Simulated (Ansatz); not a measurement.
# Na3Y (built on the sites of a database entry of Li3Bi): phonons and vibrational spectra, part 2 of 3

Aim: the vibrations of Na3Y (built on the sites of a database entry of Li3Bi), their spectra, and whether the structure is stable.

Ansatz 0.2.0; DFT LDA, scalar-relativistic, plane waves, PAW.

So far. Step 4 (Tight relaxation): The forces vanish by symmetry and the pressure is 0.000 GPa, within the tolerances set. The cell now holds 31.15 Å³/atom. The relaxed cell has a = 7.928 Å (conventional setting).

The structure was built from a prototype and need not be the compound's stable phase.

**5. Zone-centre response**

The zone centre comes first: it holds the modes that light can see, as far as symmetry allows. No field response is asked, since the mesh shows no gap.

File input.yaml:

```yaml
crystal:
  lattice:
    - [0.0, 3.9641698809, 3.9641698809]
    - [3.9641698809, 0.0, 3.9641698809]
    - [3.9641698809, 3.9641698809, 0.0]
  atoms:
    - { symbol: Na, position: [0.75, 0.75, 0.75] }
    - { symbol: Na, position: [0.5, 0.5, 0.5] }
    - { symbol: Na, position: [0.25, 0.25, 0.25] }
    - { symbol: "Y", position: [0.0, 0.0, 0.0] }
kpoints:
  mp_grid: { grid: [12, 12, 12] }
hamiltonian:
  xc: lda
scf:
  occupations: { method: methfessel_paxton, width: 0.2 }
output:
  eigenvalues: true
phonons:
  method: dfpt
```

Started as:

```sh
> ansatz run input.yaml --threads 8 --pin off --max-ram 14336MiB --backend cpu --events-out ev --progress --plain --runs-dir out
```

Numbers of over 12 decimals in the logs are rounded to 6 here.

Output:

```text
[...]
zone centre: on kpoints.mp_grid the ground state, and the responses unless they are solved on pairs of k-points, stand on 163 of the mesh's 1728 k-points, reduced under 8 symmetry operations, with k and −k counted as one. Each operation leaves every solved displacement unchanged or reverses it
[...]
Crystal: 4 atoms, lattice volume = 124.591 Å³
Basis set: ecut = 420 eV, 2421 PW (Γ), exchange–correlation on 80×80×80 points (8 copies of the dense FFT grid, shifted against one another)
Bands: 23, of which v1, the nominal top of the filled ones, is band 19 counted from 1 (18 counted from 0)
Symmetry: 48 space group operations
k-points: 163 of 1728 (irreducible under 8 space group operations, time reversal used)
[...]
SCF iter   1: F=—  HF=-8143.798401 eV  |F-HF|=—  |Δ(HF+E_count)|=         —  Δρ=6.18e-3  dr2=2.62e-2  ethr=1.77e-3  ⟨swp⟩=4.4  Hψ=12913  notcnv=0
[...]
SCF iter   7: F=-8143.785370 eV  HF=-8143.785370 eV  |F-HF|=4.20e-9  |Δ(HF+E_count)|=   2.78e-8  S|Δr|=    0.00e0  Δρ=4.20e-6  dr2=1.80e-8  ethr=2.63e-10  ⟨swp⟩=4.1  Hψ=10348  notcnv=0
SCF 1, on 23 bands, converged in 7 iterations: F = -8143.785370 eV; the run's SCF on all bands comes behind
[...]
Bands: 24, of which v1, the nominal top of the filled ones, is band 19 counted from 1 (18 counted from 0)
[...]
SCF iter   5: F=-8143.785370 eV  HF=-8143.785370 eV  |F-HF|=3.64e-12  |Δ(HF+E_count)|=  6.37e-12  S|Δr|=    0.00e0  Δρ=2.93e-8  dr2=1.33e-12  ethr=1.00e-12  ⟨swp⟩=5.0  Hψ=14915  notcnv=0
SCF 2 converged in 5 iterations: F = -8143.785370 eV  dr2 = 1.33e-12
DFPT response loops at Γ: preconditioner auto → Kerker (q_TF=auto, 2.238 Å⁻¹) (partly filled bands, converged f_vac=0.000); β = 1.00, the filter's whole step (`scf.mixing.beta` (0.50) is not read by the response loops under this deck's `scf.mixing.preconditioner`; to damp them name `kerker` or `kerker_dos`, under which they read `scf.mixing.beta`, and type it under 1.00, their step now; both keys bind the ground state too); Broyden in place of MSR1
SCF converged after 12 iterations (7 of them on 23 bands)
[...]
Free energy (F): -8143.785370 eV
[...]
Internal energy: -8143.789139 eV  (E = F + TS)
E sigma→0 (E₀):  -8143.786312 eV
Entropy (-TS):   0.003769 eV (0.942 meV/atom)
Fermi energy:    4.137064 eV
[...]
--- Band table (eV; the first three rows and the last of 163) ---
  k-point 0: bands = [... 15 lower, -19.7812, 0.1456, 4.3113, 4.3113, 4.3113, 4.8874, 4.8874, 7.1786, ... 1 higher]
  k-point 1: bands = [... 15 lower, -19.7810, 0.2017, 4.2467, 4.3300, 4.3300, 4.8651, 4.8651, 6.8671, ... 1 higher]
  k-point 2: bands = [... 15 lower, -19.7804, 0.3683, 4.0522, 4.3663, 4.3663, 4.8339, 4.8339, 6.2505, ... 1 higher]
  k-point 162: bands = [... 15 lower, -19.7741, 2.9103, 3.0127, 3.1819, 3.1819, 5.0776, 5.2986, 5.2986, ... 1 higher]
--- Phonons (Γ-DFPT): 3 representative perturbations + reference, on 163 of 1728 k-points (Σ response iterations 9) ---
  k mesh reduced under 8 symmetry operations, with k and −k counted as one. Each operation leaves every solved displacement unchanged or reverses it
  ASR residual: 8.585e-6 → 0.000e0 eV/Å²; symmetrization residual: 1.906e-6 eV/Å²
  ASR residual per site (eV/Å²): 3.07e-6 8.59e-6 3.07e-6 6.54e-6
  Γ frequencies (cm⁻¹): 0.00 0.00 0.00 118.04 118.04 118.04 136.76 136.76 136.76 159.75 159.75 159.75
  non-analytic LO–TO correction: not included (Born effective charges unavailable; polar crystals: no LO–TO splitting at Γ)
```

It took 9.6 s on 8 threads of AMD EPYC 9R45, shared host; peak memory 1.7 GiB; 68 s of CPU time.

In the SCF lines HF is the Harris–Foulkes energy and dr2 the Hartree energy of the density residual, in eV; the loop may stop once dr2 is under the threshold and the program's other checks hold. Hψ counts applications of the Hamiltonian.

Numbers from this step:

* sum-rule residual before enforcement: 8.59e-6 eV/Å²
* point group: m-3m
* highest optical mode at the zone centre (no LO-TO term): 159.8 cm⁻¹
* lowest optical zone-centre mode: 118.0 cm⁻¹

Patterns of degenerate modes are one choice out of their space. The modes at Γ (shares of kinetic energy by element, %):

| mode | frequency (cm⁻¹) | symmetry | Na % | Y % |
| --- | --- | --- | --- | --- |
| 1 | 0.0 | acoustic | 44 | 56 |
| 2 | 0.0 | acoustic | 44 | 56 |
| 3 | 0.0 | acoustic | 44 | 56 |
| 4 | 118.0 | T1u | 71 | 29 |
| 5 | 118.0 | T1u | 71 | 29 |
| 6 | 118.0 | T1u | 71 | 29 |
| 7 | 136.8 | T2g | 100 | 0 |
| 8 | 136.8 | T2g | 100 | 0 |
| 9 | 136.8 | T2g | 100 | 0 |
| 10 | 159.8 | T1u | 86 | 14 |
| 11 | 159.8 | T1u | 86 | 14 |
| 12 | 159.8 | T1u | 86 | 14 |

Displacements in mode 5 (118.0 cm⁻¹), the largest set to 1:
```
Na1  0.05 -0.07  0.14
Na2  0.35 -0.50  1.00
Na3  0.05 -0.07  0.14
Y4  -0.12  0.17 -0.33
```

Displacements in mode 7 (136.8 cm⁻¹), the largest set to 1:
```
Na1  0.02  0.31 -1.00
Na2  0.00  0.00  0.00
Na3 -0.02 -0.31  1.00
Y4   0.00  0.00  0.00
```

Before it was imposed, the acoustic sum rule was missed by 8.6e-6 eV/Å². Small misses are needed for a sound result but don't prove that mesh and cutoff are converged. The lowest optical mode is real, 118 cm⁻¹.

**6. Phonons on a q mesh**

Stability and thermal properties need the whole zone. Linear response on a 4×4×4 q mesh gives force constants as far as a supercell of that size would.

input.yaml, as its differences from that of step 5:

```diff
@@ -20 +20,8 @@
   method: dfpt
+  qmesh: [4, 4, 4]
+  temperatures: { t_max: 1000, t_step: 50 }
+  qpath:
+    path:
+      - [[0.0, 0.0, 0.0], [0.5, 0.0, 0.5], [0.625, 0.25, 0.625]]
+      - [[0.375, 0.375, 0.75], [0.0, 0.0, 0.0], [0.5, 0.5, 0.5], [0.5, 0.25, 0.75], [0.5, 0.0, 0.5]]
+    npoints: 10
```

Output:

```text
Warning: phonons: the dynamical matrix that this run interpolates holds no multipole term above the dipole-dipole one, and a site of this crystal is no centre of inversion, so its interpolated transverse optical and acoustic branches and sound speeds can stay off near Gamma, and the density of states and the thermodynamics with them. What a run solves at a wave vector of phonons.qpoints, Gamma apart, where the deck admits one, is free of this, and under fd what a larger phonons.supercell samples
[...]
Crystal: 4 atoms, lattice volume = 124.591 Å³
Basis set: ecut = 420 eV, 2421 PW (Γ), exchange–correlation on 80×80×80 points (8 copies of the dense FFT grid, shifted against one another)
Bands: 23, of which v1, the nominal top of the filled ones, is band 19 counted from 1 (18 counted from 0)
Symmetry: 48 space group operations
k-points: 72 of 1728
[...]
SCF iter   1: F=—  HF=-8143.798386 eV  |F-HF|=—  |Δ(HF+E_count)|=         —  Δρ=6.18e-3  dr2=2.62e-2  ethr=1.77e-3  ⟨swp⟩=4.5  Hψ=5725  notcnv=0
[...]
SCF iter   7: F=-8143.785370 eV  HF=-8143.785370 eV  |F-HF|=5.22e-9  |Δ(HF+E_count)|=   3.15e-8  S|Δr|=    0.00e0  Δρ=4.42e-6  dr2=1.90e-8  ethr=2.63e-10  ⟨swp⟩=4.1  Hψ=4591  notcnv=0
SCF 1, on 23 bands, converged in 7 iterations: F = -8143.785370 eV; the run's SCF on all bands comes behind
[...]
Bands: 24, of which v1, the nominal top of the filled ones, is band 19 counted from 1 (18 counted from 0)
[...]
SCF iter   5: F=-8143.785370 eV  HF=-8143.785370 eV  |F-HF|=1.82e-12  |Δ(HF+E_count)|=  5.46e-12  S|Δr|=    0.00e0  Δρ=3.02e-8  dr2=1.21e-12  ethr=1.00e-12  ⟨swp⟩=5.1  Hψ=6598  notcnv=0
SCF 2 converged in 5 iterations: F = -8143.785370 eV  dr2 = 1.21e-12
[...]
SCF iter   1: F=—  HF=-8143.785371 eV  |F-HF|=—  |Δ(HF+E_count)|=         —  Δρ=6.41e-8  dr2=5.70e-12  ethr=2.15e-9  ⟨swp⟩=4.8  Hψ=11915  notcnv=0
eigensolver tolerance schedule: the retry pair's looser diagonalisation over-reported the residual by 143335.24 of it (diagonalisation noise at 0.11 of the residual, at the tolerance the schedule requests for it); recorded, not acted on — ethr = c·dr2/N_el stays at c = 1.0e-1
[...]
SCF iter   2: F=-8143.785370 eV  HF=-8143.785370 eV  |F-HF|=2.73e-12  |Δ(HF+E_count)|=   9.49e-7  S|Δr|=    0.00e0  Δρ=3.47e-8  dr2=3.84e-12  ethr=1.00e-12  ⟨swp⟩=3.1  Hψ=3906  notcnv=0
SCF 3, on 23 bands, converged in 2 iterations: F = -8143.785370 eV; the run's SCF on all bands comes behind
[...]
SCF iter   2: F=-8143.785370 eV  HF=-8143.785370 eV  |F-HF|=3.64e-12  |Δ(HF+E_count)|=   7.67e-7  S|Δr|=    0.00e0  Δρ=3.83e-8  dr2=3.95e-12  ethr=1.00e-12  ⟨swp⟩=4.8  Hψ=5346  notcnv=0
SCF 4 converged in 2 iterations: F = -8143.785370 eV  dr2 = 3.95e-12
phonons: the bands overlap, so this run is a metal and interpolates without the dipole-dipole term. If the crystal is really an insulator or semiconductor, its LO-TO splitting is missing
NSCF: frozen V_eff on 72 k-points
[...]
DFPT response loops at q = (0, 0, 0) (fractional): preconditioner auto → Kerker (q_TF=auto, 2.238 Å⁻¹) (partly filled bands, converged f_vac=0.000); β = 1.00, the filter's whole step (`scf.mixing.beta` (0.50) is not read by the response loops under this deck's `scf.mixing.preconditioner`; to damp them name `kerker` or `kerker_dos`, under which they read `scf.mixing.beta`, and type it under 1.00, their step now; both keys bind the ground state too); Broyden in place of MSR1
[...]
SCF converged after 12 iterations (7 of them on 23 bands)
[...]
Free energy (F): -8143.785370 eV
[...]
Internal energy: -8143.789139 eV  (E = F + TS)
E sigma→0 (E₀):  -8143.786312 eV
Entropy (-TS):   0.003769 eV (0.942 meV/atom)
Fermi energy:    4.137064 eV
[...]
--- Band table (eV; the first three rows and the last of 72) ---
  k-point 0: bands = [... 15 lower, -19.7812, 0.1456, 4.3113, 4.3113, 4.3113, 4.8874, 4.8874, 7.1786, ... 1 higher]
  k-point 1: bands = [... 15 lower, -19.7810, 0.2017, 4.2467, 4.3300, 4.3300, 4.8651, 4.8651, 6.8671, ... 1 higher]
  k-point 2: bands = [... 15 lower, -19.7804, 0.3683, 4.0522, 4.3663, 4.3663, 4.8339, 4.8339, 6.2505, ... 1 higher]
  k-point 71: bands = [... 15 lower, -19.7741, 2.9103, 3.0127, 3.1819, 3.1819, 5.0776, 5.2986, 5.2986, ... 1 higher]
--- Phonons (Γ-DFPT): 3 representative perturbations + reference (Σ response iterations 9) ---
  ASR residual: 1.887e-5 → 0.000e0 eV/Å²; symmetrization residual: 1.918e-6 eV/Å²
  ASR residual per site (eV/Å²): 7.17e-6 9.19e-6 7.17e-6 1.89e-5
[...]
--- Phonons (arbitrary-q DFPT): 8 irreducible q on the 4×4×4 mesh ---
  q = [0.0000, 0.0000, 0.0000] (star 1, of the zone-centre solve; hermiticity 1.51e-6, symmetrization 1.06e-12): 0.00 0.00 0.00 118.04 118.04 118.04 136.76 136.76 136.76 159.75 159.75 159.75
  q = [0.0000, 0.0000, 0.2500] (star 8, 3 solved perturbations on 936 of 1728 k-point pairs; hermiticity 2.81e-6, symmetrization 1.80e-12): 22.09 22.09 45.88 101.40 104.91 104.91 141.84 143.74 143.74 152.11 157.34 157.34
[...]
q = [0.0000, 0.2500, 0.2500] (star 6, 6 solved perturbations in 2412 linear systems a pass and spin channel, the states on 510 of 1728 k-point pairs; hermiticity 1.83e-6, symmetrization 6.78e-13): 29.89 29.89 49.93 93.79 93.79 111.55 134.26 148.84 149.18 149.18 155.82 155.82
[...]
sum rule: each row above includes the acoustic sum rule's correction from the zone centre's row sums; it moved no ω² by more than (0.33 cm⁻¹)²
  mesh force constants: q→R imaginary residual 5.49e-18; ASR residual 1.887e-5 → 0.000e0 eV/Å²; symmetrization residual 8.882e-16 eV/Å²
  interpolated dispersion: 62 rows × 12 modes
  density of states and harmonic sums: on the 16×16×16 q-mesh, interpolated from the force constants of a 4×4×4 supercell (no non-analytic term)
  largest difference from the sums on the solved wave vectors: F 2.46e-2 eV, S 2.93e-5 and C_V 4.71e-6 eV/K
  zero-point energy: 0.079324 eV/cell   skipped modes (ω ≤ 0): 22, of them read as no rigid motion or as one in doubt: 19 (8.643e-2 modes/cell left out, lowest -17.25 cm⁻¹)   left out of the sums: 7.26e-3 of the cell's modes: C_V's classical limit lies that fraction below 3 k_B per atom; for a crystal, a wire or a layer, F and S can be off by more, and a phonons.interpolated_qmesh denser along its periods is the remedy for the sampling
```

Wall time 5.5 min (8 threads); peak memory 8.2 GiB.

This step gave:

```yaml
sum_rule_residual_before_enforcement: 1.89e-5 eV/Å²
lowest_frequency_on_the_path: -17.25 cm⁻¹
highest_frequency_on_the_path_or_at_a_solved_wavevector: 164.5 cm⁻¹
lowest_mode_on_the_q_mesh_acoustic_modes_at_gamma_apart: -17.25 cm⁻¹
```

Frequencies (cm⁻¹) solved at each irreducible wavevector; negative means imaginary. Frequencies by wavevector, by row:

| q in reciprocal lattice units | star | mode 1 | mode 2 | mode 3 | mode 4 | mode 10 | mode 11 | mode 12 |
| --- | --- | --- | --- | --- | --- | --- | --- | --- |
| 0 0 0 | 1 | 0 | 0 | 0 | 118 | 159.8 | 159.8 | 159.8 |
| 0 0 0.25 | 8 | 22.1 | 22.1 | 45.9 | 101.4 | 152.1 | 157.3 | 157.3 |
| 0 0 -0.5 | 4 | 38 | 38 | 43 | 92.4 | 150.5 | 152.2 | 152.2 |
| 0 0.25 0.25 | 6 | 29.9 | 29.9 | 49.9 | 93.8 | 149.2 | 155.8 | 155.8 |
| 0 0.25 -0.5 | 24 | 21.5 | 23 | 47.1 | 97.5 | 153.2 | 155 | 160.9 |
| 0 0.25 -0.25 | 12 | 8.5 | 32.4 | 38.4 | 96.9 | 154 | 154.8 | 160.8 |
| 0 -0.5 -0.5 | 3 | -17.2 | -17.2 | 60.5 | 103.6 | 135.3 | 164.5 | 164.5 |
| 0.25 -0.5 -0.25 | 6 | 10.8 | 38.3 | 38.3 | 91.3 | 153.3 | 154.2 | 154.7 |

Interpolated from a 4×4×4 q mesh. Phonon branches along the path, in cm⁻¹:

| point | branch 1 | branch 2 | branch 3 | branch 4 | branch 9 | branch 10 | branch 11 | branch 12 |
| --- | --- | --- | --- | --- | --- | --- | --- | --- |
| Γ | 0 | 0 | 0 | 118 | 137 | 160 | 160 | 160 |
| halfway | 30 | 30 | 50 | 94 | 149 | 149 | 156 | 156 |
| X | -17 | -17 | 60 | 104 | 133 | 135 | 164 | 164 |
| halfway | -15 | -6 | 58 | 100 | 137 | 140 | 162 | 164 |
| U | -10 | 22 | 50 | 96 | 145 | 146 | 155 | 163 |
| jump to K | -10 | 22 | 50 | 96 | 145 | 146 | 155 | 163 |
| halfway | 8 | 30 | 47 | 96 | 149 | 153 | 154 | 160 |
| Γ | 0 | 0 | 0 | 118 | 137 | 160 | 160 | 160 |
| halfway | 22 | 22 | 46 | 101 | 144 | 152 | 157 | 157 |
| L | 38 | 38 | 43 | 92 | 150 | 150 | 152 | 152 |
| halfway | 22 | 30 | 41 | 98 | 146 | 147 | 158 | 158 |
| W | 11 | 38 | 38 | 91 | 153 | 153 | 154 | 155 |
| halfway | -10 | 13 | 55 | 97 | 141 | 143 | 162 | 162 |
| X | -17 | -17 | 60 | 104 | 133 | 135 | 164 | 164 |

Tetrahedra on a 16×16×16 mesh, mean over bins of 2 cm-1. Interpolated from a 4×4×4 q mesh. Phonon density of states against wavenumber; read off at these points:

| wavenumber (cm⁻¹) | phonon density of states (1/cm⁻¹/cell) |
| --- | --- |
| -17.0 | 4.0e-4 |
| -11.0 | 0.00628 |
| -5.0 | 0.00487 |
| 1.0 | 0.00669 |
| 9.0 | 0.0261 |
| 15.0 | 0.0545 |
| 21.0 | 0.0792 |
| 27.0 | 0.0666 |
| 31.0 | 0.118 |
| 33.0 | 0.0852 |
| 39.0 | 0.0386 |
| 45.0 | 0.0760 |
| 53.0 | 0.0189 |
| 59.0 | 0.00967 |
| 65.0 | 0 |
| 71.0 | 0 |
| 77.0 | 0 |
| 83.0 | 0 |
| 89.0 | 0 |
| 95.0 | 0.158 |
| 97.0 | 0.193 |
| 103.0 | 0.183 |
| 109.0 | 0.0899 |
| 115.0 | 0.0245 |
| 121.0 | 0 |
| 127.0 | 0 |
| 133.0 | 0.282 |
| 139.0 | 0.142 |
| 147.0 | 0.130 |
| 153.0 | 0.230 |
| 155.0 | 0.290 |
| 159.0 | 0.263 |
| 165.0 | 0.00373 |

Phonopy on the run's constants, 13x13x13 mesh, Gaussian sigma 2.0 cm-1. Interpolated from a 4×4×4 q mesh. Partial phonon density of states against wavenumber; read off at these points; values in 1/cm⁻¹/cell:

| wavenumber (cm⁻¹) | Na | Y |
| --- | --- | --- |
| -25.0 | 0 | 0 |
| -20.0 | 8.0e-5 | 2.2e-4 |
| -15.0 | 0.00137 | 0.00362 |
| -10.0 | 0.00187 | 0.00485 |
| -5.0 | 7.6e-4 | 0.00209 |
| 0.0 | 0.00129 | 0.00304 |
| 5.0 | 0.00484 | 0.0109 |
| 10.0 | 0.00919 | 0.0213 |
| 15.0 | 0.0181 | 0.0399 |
| 20.0 | 0.0191 | 0.0477 |
| 25.0 | 0.0175 | 0.0478 |
| 30.0 | 0.0236 | 0.0733 |
| 35.0 | 0.0129 | 0.0436 |
| 40.0 | 0.00999 | 0.0464 |
| 43.4 | 0.0138 | 0.0658 |
| 45.0 | 0.0130 | 0.0615 |
| 50.0 | 0.00585 | 0.0298 |
| 55.0 | 0.00165 | 0.0145 |
| 60.0 | 3.0e-4 | 0.00610 |
| 65.0 | 3.1e-6 | 1.4e-4 |
| 70.0 | 0 | 0 |
| 75.0 | 0 | 0 |
| 80.0 | 0 | 0 |
| 85.0 | 2.2e-5 | 0 |
| 90.0 | 0.0132 | 1.5e-4 |
| 95.0 | 0.130 | 0.00466 |
| 97.7 | 0.154 | 0.00982 |
| 100.0 | 0.152 | 0.0123 |
| 105.0 | 0.130 | 0.0123 |
| 110.0 | 0.0886 | 0.00956 |
| 115.0 | 0.0357 | 0.00569 |
| 120.0 | 0.00126 | 4.1e-4 |
| 125.0 | 3.4e-4 | 7.7e-7 |
| 130.0 | 0.0613 | 4.5e-4 |
| 134.0 | 0.236 | 0.00344 |
| 135.0 | 0.235 | 0.00446 |
| 140.0 | 0.131 | 0.00729 |
| 145.0 | 0.118 | 0.00950 |
| 150.0 | 0.151 | 0.0149 |
| 155.0 | 0.224 | 0.0314 |
| 156.0 | 0.229 | 0.0332 |
| 160.0 | 0.159 | 0.0250 |
| 165.0 | 0.0231 | 0.00368 |
| 170.0 | 1.4e-4 | 2.1e-5 |
| 175.0 | 0 | 0 |

Symmetry leaves 8 wavevectors to solve. The lowest mode among them, the acoustic zeros apart, lies at q = (0, -0.5, -0.5) and is imaginary, 17.2i cm⁻¹, so the energy falls along it.

(Part 2 of 3 ends here.)

[Logs are printed without paths, hosts, clocks, repeated set-up lines and the standing remarks that a program may print on its own settings, such as how far it seeks lower states.]

[Hosts, paths, dates, database ids (printed as entryN), source tags and the programs' standing remarks are cut or masked in the printed files.]
